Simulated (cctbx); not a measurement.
**Absolute structure of Mg5Zr**

Space group F-43m (no. 216), a = 8.2950 Å, b = 8.2950 Å, c = 8.2950 Å, α = 90.00°, β = 90.00°, γ = 90.00°.

```
atom  mult.       x       y       z  Ueq (Å²)
 Zr1      4       0       0       0    0.0129
 Mg1     16  0.8753  0.3753  0.8753    0.0213
 Mg2      4     1/4     1/4     3/4    0.0173
```

The model was made for the exercise: a known structure type with other elements put in, its volume estimated, not relaxed; displacement parameters are assumed.

Data sets are simulated with cctbx and refined with Bijvoet mates kept apart; Flack x is then fitted as the share of an inverted twin with the atoms fixed, Hooft y from the Bijvoet differences. The group is acentric but holds improper operations, so there is an absolute structure (orientation) and no hand.

Untwinned crystal. What Flack and Hooft values should come out?

| λ (Å) | extinction (unmodelled) | d min (Å) | top counts | error (%) | model | R1 | Flack x | s.u. | Hooft y | s.u. | pairs |
| --- | --- | --- | --- | --- | --- | --- | --- | --- | --- | --- | --- |
| 0.71073 | 0.1 | 0.77 | 5000 | 6 | as given | 0.0108 | -0.11 | 0.14 | -0.073 | 0.114 | 39 |
| 0.71073 | 0.1 | 0.77 | 5000 | 6 | inverted | 0.0155 | 1.11 | 0.14 | 1.073 | 0.114 | 39 |
| 1.54184 | 0.1 | 0.83 | 40000 | 4 | as given | 0.0068 | -0.01 | 0.03 | -0.013 | 0.023 | 32 |

With Mo Kα, the s.u. is too large to fix the absolute structure. With Cu Kα, x is within 3 s.u. of 0, so the absolute structure is right. Inverting the model turns x into about 1 − x.

A further crystal gives:

```csv
λ (Å),extinction (unmodelled),d min (Å),top counts,error (%),model,R1,Flack x,s.u.,Hooft y,s.u.,pairs
0.56087,0,0.6,70000,3,as given,0.0358,0.800,0.014,0.813,0.007,75
```

**Question.** What is it?

It was simulated as an inversion twin with a fraction 0.8 of the inverted domain. Flack x is over 3 s.u. from both 0 and 1 and reads that fraction.

[Logs are printed without paths, hosts, clocks, repeated set-up lines and the standing remarks that a program may print on its own settings, such as how far it seeks lower states.]
